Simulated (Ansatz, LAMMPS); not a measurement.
# Amorphous 21HfO2-79Al2O3 (mol %) (110 atoms): geometry optimisation, part 3 of 4

Wanted: the relaxed structure of amorphous 21HfO2-79Al2O3 (mol %) (110 atoms) and its electronic structure.

Ansatz 0.2.0; Kohn-Sham DFT, PBE, PAW (set soft_2), plane waves.

The cell: 5 Hf, 38 Al and 67 O. The quench rate of 50 K/ps far exceeds what a furnace or splat quench reaches. The network of bonds at the start is that of the classical potential that made the cell. Only the Γ point is sampled in the main run, in a cell whose shortest periodic width is 11 Å. Spin–orbit coupling is left out.

So far. Step 4 (Cell and atoms relaxed): The relaxation changed the energy by -32.1 meV/atom, and atoms moved by 0.19 Å r.m.s., 0.58 Å at most.

## Step 6: Single point at the relaxed geometry

The electronic structure is read at the final geometry, in a run of its own.

The input, input.yaml:

```yaml
crystal:
  lattice:
    - [10.60234, 0.06632, 0.06178]
    - [0.06632, 10.72857, -0.04735]
    - [0.06178, -0.04735, 10.72164]
  atoms:
    - { symbol: Hf, position: [0.10628, 0.10825, 0.7069] }
    - { symbol: Hf, position: [0.95769, 0.06887, 0.23393] }
    - { symbol: Hf, position: [0.26779, 0.83639, 0.70937] }
    - { symbol: Hf, position: [0.04644, 0.40806, 0.89934] }
    - { symbol: Hf, position: [0.42952, 0.06109, 0.90332] }
    - { symbol: Al, position: [0.02409, 0.73246, 0.26609] }
    - { symbol: Al, position: [0.14793, 0.5452, 0.44237] }
    - { symbol: Al, position: [0.31374, 0.0824, 0.22145] }
    - { symbol: Al, position: [0.50165, 0.89103, 0.3848] }
    - { symbol: Al, position: [0.91512, 0.78382, 0.98145] }
    - { symbol: Al, position: [0.68079, 0.22187, 0.08492] }
    - { symbol: Al, position: [0.42545, 0.74916, 0.97296] }
    - { symbol: Al, position: [0.59562, 0.33655, 0.37107] }
    - { symbol: Al, position: [0.62054, 0.04173, 0.21884] }
    - { symbol: Al, position: [0.56338, 0.47296, 0.62555] }
    - { symbol: Al, position: [0.76414, 0.99963, 0.48809] }
    - { symbol: Al, position: [0.7723, 0.8186, 0.25181] }
    - { symbol: Al, position: [0.23453, 0.29468, 0.54999] }
    - { symbol: Al, position: [0.85278, 0.53055, 0.39741] }
    - { symbol: Al, position: [0.04638, 0.39802, 0.2172] }
    - { symbol: Al, position: [0.74539, 0.35391, 0.88062] }
    - { symbol: Al, position: [0.58438, 0.90907, 0.68119] }
    - { symbol: Al, position: [0.66462, 0.64148, 0.84191] }
    - { symbol: Al, position: [0.83803, 0.44073, 0.64277] }
    - { symbol: Al, position: [0.36453, 0.31242, 0.78951] }
    - { symbol: Al, position: [0.70285, 0.71792, 0.54793] }
    - { symbol: Al, position: [0.53244, 0.49788, 0.05521] }
    - { symbol: Al, position: [0.42085, 0.701, 0.4946] }
    - { symbol: Al, position: [0.91558, 0.10122, 0.92326] }
    - { symbol: Al, position: [0.15577, 0.97902, 0.99846] }
    - { symbol: Al, position: [0.81378, 0.56321, 0.09481] }
    - { symbol: Al, position: [0.33484, 0.36319, 0.31332] }
    - { symbol: Al, position: [0.27279, 0.5464, 0.69893] }
    - { symbol: Al, position: [0.17909, 0.69556, 0.02342] }
    - { symbol: Al, position: [0.67089, 0.93882, 0.9812] }
    - { symbol: Al, position: [0.6344, 0.21001, 0.66292] }
    - { symbol: Al, position: [0.59703, 0.58363, 0.32233] }
    - { symbol: Al, position: [0.96136, 0.24379, 0.44532] }
    - { symbol: Al, position: [0.01374, 0.6451, 0.7731] }
    - { symbol: Al, position: [0.19863, 0.93068, 0.42959] }
    - { symbol: Al, position: [0.28851, 0.33295, 0.05847] }
    - { symbol: Al, position: [0.28538, 0.70099, 0.26237] }
    - { symbol: Al, position: [0.83711, 0.90468, 0.74522] }
    - { symbol: O, position: [0.31866, 0.24537, 0.19446] }
    - { symbol: O, position: [0.64657, 0.56964, 0.15399] }
    - { symbol: O, position: [0.50901, 0.88494, 0.95281] }
    - { symbol: O, position: [0.29062, 0.62276, 0.41232] }
    - { symbol: O, position: [0.55767, 0.59282, 0.51162] }
    - { symbol: O, position: [0.99732, 0.25079, 0.28242] }
    - { symbol: O, position: [0.78806, 0.10541, 0.1727] }
    - { symbol: O, position: [0.16379, 0.81038, 0.3233] }
    - { symbol: O, position: [0.78932, 0.20597, 0.95224] }
    - { symbol: O, position: [0.90506, 0.48688, 0.22251] }
    - { symbol: O, position: [0.52481, 0.61865, 0.93525] }
    - { symbol: O, position: [0.19543, 0.45672, 0.57399] }
    - { symbol: O, position: [0.42698, 0.94809, 0.7356] }
    - { symbol: O, position: [0.64617, 0.06244, 0.59142] }
    - { symbol: O, position: [0.20498, 0.99691, 0.83764] }
    - { symbol: O, position: [0.28247, 0.75048, 0.88435] }
    - { symbol: O, position: [0.90781, 0.38932, 0.49432] }
    - { symbol: O, position: [0.0798, 0.83592, 0.02642] }
    - { symbol: O, position: [0.6205, 0.36199, 0.00288] }
    - { symbol: O, position: [0.73633, 0.69628, 0.36422] }
    - { symbol: O, position: [0.56428, 0.829, 0.52988] }
    - { symbol: O, position: [0.05871, 0.6128, 0.93329] }
    - { symbol: O, position: [0.17256, 0.42401, 0.32511] }
    - { symbol: O, position: [0.26722, 0.21853, 0.69286] }
    - { symbol: O, position: [0.92485, 0.88836, 0.29098] }
    - { symbol: O, position: [0.67305, 0.95053, 0.3573] }
    - { symbol: O, position: [0.51286, 0.205, 0.78079] }
    - { symbol: O, position: [0.9311, 0.78238, 0.8034] }
    - { symbol: O, position: [0.65175, 0.74428, 0.71788] }
    - { symbol: O, position: [0.67656, 0.49147, 0.7615] }
    - { symbol: O, position: [0.13967, 0.63454, 0.17834] }
    - { symbol: O, position: [0.68509, 0.96209, 0.80743] }
    - { symbol: O, position: [0.58107, 0.08934, 0.03656] }
    - { symbol: O, position: [0.478, 0.44737, 0.31612] }
    - { symbol: O, position: [0.00408, 0.6226, 0.40037] }
    [... 26 atom lines left out ...]
    - { symbol: O, position: [0.47752, 0.72799, 0.32362] }
    - { symbol: O, position: [0.7793, 0.67352, 0.95526] }
    - { symbol: O, position: [0.3384, 0.23551, 0.93556] }
    - { symbol: O, position: [0.14878, 0.94953, 0.59317] }
    - { symbol: O, position: [0.14748, 0.67521, 0.68456] }
    - { symbol: O, position: [0.35238, 0.26842, 0.44252] }
kpoints:
  mp_grid: { grid: [1, 1, 1] }
hamiltonian:
  xc: pbe
scf:
  occupations: { method: fermi_dirac, width: 0.025 }
output:
  forces: true
  stress: true
  populations: true
  dos:
    method: { smearing: { sigma: 0.08 } }
    de: 0.05
    projected: { site_lists: { Al: [Al], Hf: [Hf], O: [O] } }
  eigenvalues: true
  write_density: true
  write_potential: true
  volumetric_format: npy
```

The run is started by

```sh
$ ansatz run input.yaml --threads 4 --pin off --max-ram 8192MiB --backend cpu --events-out ev --progress --plain --runs-dir out
```

Numbers of over 12 decimals in the logs are rounded to 6 here.

Log:

```text
[...]
Crystal: 110 atoms, lattice volume = 1219.452 Å³
Basis set: ecut = 420 eV, 23779 PW (Γ), exchange–correlation on 144×144×144 points (8 copies of the dense FFT grid, shifted against one another)
Bands: 433, of which v1, the nominal top of the filled ones, is band 323 counted from 1 (322 counted from 0)
Symmetry: 1 space group operations
[...]
k-points: 1
[...]
SCF iter   1: F=—  HF=-137204.036384 eV  |F-HF|=—  |Δ(HF+E_count)|=         —  Δρ=2.72e-3  dr2=1.07e-1  ethr=1.77e-3  ⟨swp⟩=6.0  Hψ=1855  notcnv=0  defer=31
[...]
SCF iter   9: F=-137204.034723 eV  HF=-137204.034723 eV  |F-HF|=3.91e-8  |Δ(HF+E_count)|=   9.59e-8  Δρ=1.91e-6  dr2=4.92e-8  ethr=1.55e-11  ⟨swp⟩=16.0  Hψ=3731  notcnv=0
SCF 1 converged in 9 iterations: F = -137204.034723 eV  dr2 = 4.92e-8
[...]
SCF converged after 9 iterations
Free energy (F): -137204.034723 eV
[...]
Internal energy: -137204.034723 eV  (E = F + TS)
E sigma→0 (E₀):  -137204.034723 eV
Fermi energy:    8.414666 eV
[...]
--- Forces (eV/Å), atoms counted from 1 ---
  atom   1  Hf    -0.00158425    -0.00431288    -0.00959883
  atom   2  Hf     0.00191492     0.01122603     0.00770808
  atom   3  Hf     0.00233523     0.01209977    -0.01127426
  atom   4  Hf     0.00717252    -0.00569377     0.00301280
  atom   5  Hf     0.00420185     0.00363586    -0.00023357
  atom   6  Al    -0.00090947     0.00003824     0.00030882
  atom   7  Al     0.00520768    -0.00648906     0.00328351
  atom   8  Al    -0.00581217     0.00071865     0.00222573
  atom   9  Al     0.00165472    -0.00588547     0.00037413
  atom  10  Al     0.00154001     0.00072002    -0.00112511
  atom  11  Al     0.00243899    -0.01119607     0.00256815
  atom  12  Al     0.00113991     0.00217823    -0.00351789
  atom  13  Al    -0.00166833    -0.00161110     0.00379984
  atom  14  Al     0.00463194     0.00665571    -0.00732137
[...]
atom 109  O     -0.00537546    -0.00317930     0.00057825
  atom 110  O     -0.00150578     0.00089645    -0.00083713
  max |Σ_I F_I| component: 1.32e-4 eV/Å
--- Stress (GPa, compression-positive) ---
        0.007957      -0.000235      -0.002920
       -0.000249       0.003890       0.011103
       -0.002906       0.011105       0.008190
  P = ⅓ Tr σ = 0.0067 GPa (0.067 kbar)
--- Band table (eV) ---
[...]
--- Löwdin populations: 110 sites ---
  site symbol       q [e]
     0     Hf     24.4486
     1     Hf     24.4167
     2     Hf     24.4177
[...]
109      O      6.8682
  spilling = 0.006671 (of n_electrons = 646.000000)
```

The job ended after 15 s (4 threads of Intel Xeon Platinum 8375C at 2.90GHz (Ice Lake), shared host; peak memory 1.8 GiB; 54 s of CPU time).

Read from the output:

* free energy: -137204.0347 eV
* free energy per atom: -1247.3094 eV/atom
* SCF cycles: 9
* pressure: 0.006679 GPa
* r.m.s. force component: 0.00314 eV/Å
* longest force: 0.0167 eV/Å
* Fermi energy: 8.415 eV
* gap (highest filled to lowest empty level): 3.661 eV
* spilling of the projection: 0.006671

Löwdin charges by element and coordination (they lack the spilled electrons, 0.039 e an atom on average):

| element | coordination | atoms | mean charge (e) | spread | least | most |
| --- | --- | --- | --- | --- | --- | --- |
| Al | all | 38 | 1.32 | 0.0284 | 1.27 | 1.37 |
| Al | 4 | 18 | 1.34 | 0.0149 | 1.30 | 1.37 |
| Al | 5 | 15 | 1.31 | 0.0182 | 1.28 | 1.34 |
| Al | 6 | 5 | 1.28 | 0.0075 | 1.27 | 1.29 |
| Hf | all | 5 | 1.58 | 0.0357 | 1.55 | 1.65 |
| Hf | 6 | 3 | 1.56 | 0.0164 | 1.55 | 1.58 |
| Hf | 7 | 2 | 1.61 | 0.032 | 1.58 | 1.65 |
| O | all | 67 | -0.803 | 0.0409 | -0.868 | -0.679 |
| O | 2 | 2 | -0.863 | 0.0055 | -0.868 | -0.857 |
| O | 3 | 55 | -0.804 | 0.0419 | -0.863 | -0.679 |
| O | 4 | 10 | -0.788 | 0.025 | -0.824 | -0.740 |

States in the cell by windows of 1 eV, zero at the Fermi level; the larger projections on atomic orbitals stand beside the total:

| from (eV) | to (eV) | total | O p | Al p | Hf d | Hf f |
| --- | --- | --- | --- | --- | --- | --- |
| -14 | -13 | 16.2 | 0.0 | 0.0 | 0.0 | 16.2 |
| -13 | -12 | 53.8 | 0.2 | 0.0 | 0.0 | 53.5 |
| -12 | -9 | 0.0 | 0.0 | 0.0 | 0.0 | 0.0 |
| -9 | -8 | 17.6 | 12.9 | 1.0 | 0.3 | 0.0 |
| -8 | -7 | 42.7 | 31.8 | 3.3 | 1.1 | 0.0 |
| -7 | -6 | 59.8 | 46.1 | 7.3 | 2.0 | 0.0 |
| -6 | -5 | 64.7 | 53.3 | 6.0 | 2.1 | 0.0 |
| -5 | -4 | 81.2 | 72.0 | 4.6 | 1.8 | 0.1 |
| -4 | -3 | 84.4 | 79.1 | 2.2 | 0.9 | 0.1 |
| -3 | -2 | 49.1 | 47.1 | 0.8 | 0.3 | 0.0 |
| -2 | -1 | 2.5 | 2.4 | 0.0 | 0.0 | 0.0 |
| -1 | 1 | 0.0 | 0.0 | 0.0 | 0.0 | 0.0 |
| 1 | 2 | 2.0 | 0.0 | 0.1 | 0.1 | 0.0 |
| 2 | 3 | 11.7 | 1.4 | 0.5 | 8.9 | 0.0 |
| 3 | 4 | 23.3 | 3.2 | 2.7 | 13.4 | 0.0 |
| 4 | 5 | 20.8 | 3.2 | 6.9 | 3.0 | 0.0 |

Between -26 and -14 eV lie 134 more states.

The stored curve holds about 606 of the 646 electrons; the rest, give or take the few that broadening carries across the Fermi level, lie in deeper levels below its range.

The levels nearest the highest filled one (over half full), pooled over k-points and spins:

| level less the highest filled one (eV) | occupation |
| --- | --- |
| -0.467 | 2 |
| -0.446 | 2 |
| -0.308 | 2 |
| -0.301 | 2 |
| -0.237 | 2 |
| 0 | 2 |
| 3.66 | 0 |
| 4.20 | 0 |
| 4.31 | 0 |
| 4.49 | 0 |
| 4.53 | 0 |
| 4.70 | 0 |

Valence density in the bc plane at fractional x = 0.285, with atoms of Hf and Al and O within 0.2 Å of it. It is the smooth field of the valence electrons, not physical close to the nuclei.

Ten steps, logarithmic in the rise over the least value, from '_' (0 e/Å³) to '@' (25 e/Å³), each cell a mean:
```
......____::--==--::..__________________..::::::..________..
....____..::====--::..__________________::==++++--..________
....______..::--::......::::::..________::++##**==..____....
::....______..........::--==--..________::==**++--..____..::
::..________......__..::--==--::..______..::::------::....::
..______..::----::......::::::..__________....==**##**--....
________::==****==::____......________......::**@@@@%%++..__
________::++****==::________..______....::::::++%%@@##==..__
________..--====--..______......____....::::..::==++==::____
__________........____..........______......____......______
______________..______..........__________________......____
____________....::............____........______..::--::..__
____________..------....________..--====--..____..--==--::..
____________..------....________::++****==::____..::--::..__
____________....::::....________::==****==::..____........__
......__________....__......____..::----::....______________
........______......__......________......____..____________
......__....::----::..______________________________________
________..::==++++--..______________________....____________
....____..::++**++--..________________....::::::..__________
----::......::----::..__......________..::====--..________::
**++==::____......______........______..::==++--..______::==
****==::______..________........______..::----::..______::++
====--..____..::::..______..____________........________..--
```
Columns run along b (10.7 Å), rows up along c (10.7 Å). Atoms in or near the plane, at fractional coordinates: Hf at (0.84, 0.71), Al at (0.55, 0.70), Al at (0.33, 0.06), Al at (0.70, 0.26), O at (0.62, 0.41), O at (0.75, 0.88), O at (0.22, 0.69), O at (0.02, 0.06).

Electrostatic potential energy in the bc plane at fractional x = 0.285, with atoms of Hf and Al and O within 0.2 Å of it. With pseudopotentials it is smooth inside the atoms' cores, unlike the true potential.

Values in eV, 13 rows by 16 columns, each cell a mean:
```
  8   9  11  -2  -3   3   7  12  13  11   9   0  -3  10  10   8
  8   8  10   7   5   7   7   7  12  12  11 -17 -26   6  10   9
 10  10  11   9   1  -2   2   0   3   3   9   7  -4 -10  -2   8
 11  11   5 -21  -8   4   8   0  -4  -6   3   5 -20 -30 -22   4
 11  12   8 -13  -4   5   9   3  -5  -5   6   7  -8 -21 -10   7
 12  12  11   3  -7  -6   7  10   8   8  10  10   8   6   8  11
  9  12  12   7  -4   0   9  11  11   6   4  10  10   6   0   6
  8  12  13  11   5   5   6   9  10 -19 -26   7  11   8   1   1
  8   6   9  11   6  -7  -7   5  11   4  -7  -3   3   9   8   8
 -4  -6  -3   4   0  -3  -3   7  11   6  -7   0  -5   9  11   8
 -4  -6  -3 -13 -18   4   7  11  12  10   1  -4   3  11  12   9
-17  -1   9   7  -4  -4  -2  10  13  12   9  -9  -2  12  12   4
-20   2  12   8  -5  -3  -4  10  13  11   7   4   8  11  11   1
```
Columns run along b (10.7 Å; values clipped at the 3rd and 97th percentile), rows up along c (10.7 Å). Atoms in or near the plane, at fractional coordinates: Hf at (0.84, 0.71), Al at (0.55, 0.70), Al at (0.33, 0.06), Al at (0.70, 0.26), O at (0.62, 0.41), O at (0.75, 0.88), O at (0.22, 0.69), O at (0.02, 0.06).

Mean Löwdin charges: Al +1.32, Hf +1.58, O -0.80 e (they miss 0.67 % of the electrons, so they add up to more than the cell's charge). The largest share in the top eV of filled states is O p (97 % of the projected weight), and in the lowest eV of empty states Hf d (65 % of the projected weight).

Local excerpt of 14 atoms (numbers count through the whole input) about O69, which has 4 bonded neighbours where the commonest count for O is 3; x, y, z are measured from there.

| atom | x | y | z | distance (Å) | bonds | Löwdin charge (e) |
| --- | --- | --- | --- | --- | --- | --- |
| O69 | 0.00 | 0.00 | 0.00 | 0.00 | 4 | -0.81 |
| Al16 | 0.98 | 0.53 | 1.41 | 1.79 | 4 | 1.35 |
| Al14 | -0.56 | 0.98 | -1.49 | 1.87 | 6 | 1.29 |
| Al9 | -1.82 | -0.65 | 0.29 | 1.95 | 5 | 1.34 |
| Al17 | 1.04 | -1.40 | -1.12 | 2.07 | 5 | 1.30 |
| O87 | -0.07 | -0.68 | -2.31 | 2.41 | 3 | -0.83 |
| O86 | -2.30 | 0.63 | -0.89 | 2.54 | 3 | -0.83 |
| O64 | -1.15 | -1.32 | 1.85 | 2.55 | 4 | -0.81 |
| O57 | -0.26 | 1.19 | 2.50 | 2.78 | 3 | -0.84 |
| O63 | 0.65 | -2.72 | 0.09 | 2.80 | 4 | -0.79 |
| O68 | 2.66 | -0.65 | -0.69 | 2.83 | 3 | -0.75 |
| O85 | 2.18 | 1.66 | 0.81 | 2.86 | 3 | -0.82 |
| O50 | 1.22 | 1.68 | -1.98 | 2.87 | 3 | -0.68 |
| O94 | 1.44 | -0.88 | 2.41 | 2.94 | 3 | -0.82 |

The column of bonds counts only the pairs O-Al within 2.33 Å, O-Hf within 2.82 Å; other neighbours, such as metal atoms beside each other in a compound, aren't counted, and periodic images can show an atom twice.

## Step 7: K-mesh 2×2×2

A denser mesh tests the sampling of the Brillouin zone.

Changes to input.yaml since step 6:

```diff
@@ -8,3 +8,3 @@
 kpoints:
-  mp_grid: { grid: [1, 1, 1] }
+  mp_grid: { grid: [2, 2, 2] }
 hamiltonian:
@@ -22,4 +22 @@
   eigenvalues: true
-  write_density: true
-  write_potential: true
-  volumetric_format: npy
```

Log:

```text
[...]
Crystal: 110 atoms, lattice volume = 1219.452 Å³
Basis set: ecut = 420 eV, 23779 PW (Γ), exchange–correlation on 144×144×144 points (8 copies of the dense FFT grid, shifted against one another)
Bands: 433, of which v1, the nominal top of the filled ones, is band 323 counted from 1 (322 counted from 0)
Symmetry: 1 space group operations
[...]
k-points: 8
[...]
SCF iter   1: F=—  HF=-137204.190622 eV  |F-HF|=—  |Δ(HF+E_count)|=         —  Δρ=2.70e-3  dr2=1.06e-1  ethr=1.77e-3  ⟨swp⟩=6.0  Hψ=14851  notcnv=0  defer=231
[...]
SCF iter   8: F=—  HF=-137204.188175 eV  |F-HF|=—  |Δ(HF+E_count)|=   1.56e-6  Δρ=9.01e-6  dr2=8.86e-7  ethr=4.42e-10  ⟨swp⟩=2.0  Hψ=5210  notcnv=0  defer=838
SCF iter   9: F=-137204.188175 eV  HF=-137204.188175 eV  |F-HF|=3.18e-8  |Δ(HF+E_count)|=   5.99e-8  Δρ=1.95e-6  dr2=4.79e-8  ethr=1.55e-11  ⟨swp⟩=12.1  Hψ=19473  notcnv=0
SCF 1 converged in 9 iterations: F = -137204.188175 eV  dr2 = 4.79e-8
[...]
SCF converged after 9 iterations
Free energy (F): -137204.188175 eV
[...]
Internal energy: -137204.188175 eV  (E = F + TS)
E sigma→0 (E₀):  -137204.188175 eV
Fermi energy:    8.441112 eV
[...]
Σ components = -137204.188175   (vs F -137204.188175, Δ=0.00e0)
--- Forces (eV/Å), atoms counted from 1 ---
  atom   1  Hf    -0.01370826     0.00315701    -0.00981788
  atom   2  Hf     0.00458489     0.02123823     0.00711564
  atom   3  Hf    -0.00633713     0.01637970    -0.02062025
  atom   4  Hf     0.00577894    -0.02004515     0.01101202
[...]
atom 110  O     -0.00292383    -0.00711713    -0.00260562
  max |Σ_I F_I| component: 1.37e-4 eV/Å
--- Stress (GPa, compression-positive) ---
        0.038256      -0.001235      -0.014823
       -0.001249       0.029619       0.008167
       -0.014810       0.008169       0.038588
  P = ⅓ Tr σ = 0.0355 GPa (0.355 kbar)
--- Band table (eV; the first three rows and the last of 8) ---
[...]
--- Löwdin populations: 110 sites ---
  site symbol       q [e]
     0     Hf     24.4485
     1     Hf     24.4160
     2     Hf     24.4165
[...]
109      O      6.8673
  spilling = 0.006670 (of n_electrons = 646.000000)
```

Wall time 2 min (4 threads); peak memory 6 GiB; 7.7 min of CPU time.

The program notes that it cut back its work space to fit the memory limit.

Geometry and reference: those of the single point at the relaxed geometry.

Forces differ from those of the single point at the relaxed geometry by 5.0 meV/Å r.m.s.; the energy by -1.4 meV/atom, the pressure by +0.029 GPa and the gap by -0.011 eV. It took 2 min and 9 cycles; the reference's time can't be set against it, since the two runs asked for unlike analyses.

(Part 3 of 4 ends here.)

[Logs are printed without paths, hosts, clocks, repeated set-up lines and the standing remarks that a program may print on its own settings, such as how far it seeks lower states.]

[Hosts, paths, dates, database ids (printed as entryN), source tags and the programs' standing remarks are cut or masked in the printed files.]
